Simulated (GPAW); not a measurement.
BAs (F-43m): refractive index against wavelength

The refractive index of BAs (F-43m) below the direct gap (3.27 eV on the mesh) is read from one computed spectrum, n = √(Re ε).

Cell: a, b, c = 3.378, 3.378, 3.378 Å (primitive vectors), 2 atoms.

Method: GPAW 26.7.0, LDA, RPA, k-mesh 12×12×12, local fields up to 50 eV, Lorentzian half width 0.15 eV.

Launch of the response step: `OMP_NUM_THREADS=1 python df.py`. The run took 69 s, its band step included, on 1 thread of Intel(R) Xeon(R) Processor @ 2.50GHz (Skylake/Cascade Lake) (shared host).

| wavelength (nm) | photon energy E (eV) | n |
| --- | --- | --- |
| 1550 | 0.800 | 3.1458 |
| 1310 | 0.946 | 3.1588 |
| 1064 | 1.165 | ? |
| 850 | 1.459 | 3.2252 |
| 700 | 1.771 | 3.2848 |
| 633 | 1.959 | 3.3295 |
| 532 | 2.331 | 3.4434 |

In the single-oscillator model n² − 1 = E₀E_d/(E₀² − E²), so 1/(n² − 1) = E₀/E_d − E²/(E₀E_d) is linear in E².

Working, on the rows shown:

| x = E² (eV²) | y = 1/(n² − 1) |
| --- | --- |
| 0.639837 | 0.112409 |
| 0.895757 | 0.111383 |
| 2.12762 | 0.106361 |
| 3.13716 | 0.102146 |
| 3.83641 | 0.0991516 |
| 5.43137 | 0.0921064 |

Means: x̄ = 2.678, ȳ = 0.10393. Σ(x − x̄)(y − ȳ) = -0.07081, Σ(x − x̄)² = 16.77. Slope = -0.07081 / 16.77 = -0.004223; intercept = ȳ − slope · x̄ = 0.11524. Turned back into n, the line misses the rows shown by at most 0.0033.

Question: What does the fit predict for the withheld row, and how well does it do?

Answer: At x = 1.3578 the line gives y = 0.1095, that is 3.1831. The run gave 3.1830, so the interpolation is off by 0.00012, 0.0 % of the range in the table.

Refitted with all rows, the slope is -0.004224 and the intercept 0.11524. These give E₀ = √(intercept/−slope) = 5.22 eV and E_d = E₀/intercept = 45.3 eV; E₀ is 1.6 times the direct gap. The electronic limit at long wavelengths, without lattice vibrations, is n = √(1 + 1/intercept) = 3.111. Excitons are left out; LDA gaps are as a rule too small. The values come from a sum over the points of one k-mesh and carry its error, which grows as the direct gap shrinks. The local-field cutoff holds few shells of reciprocal vectors for this small cell, so ε∞ can read a few per cent high. Spin-orbit coupling is left out.
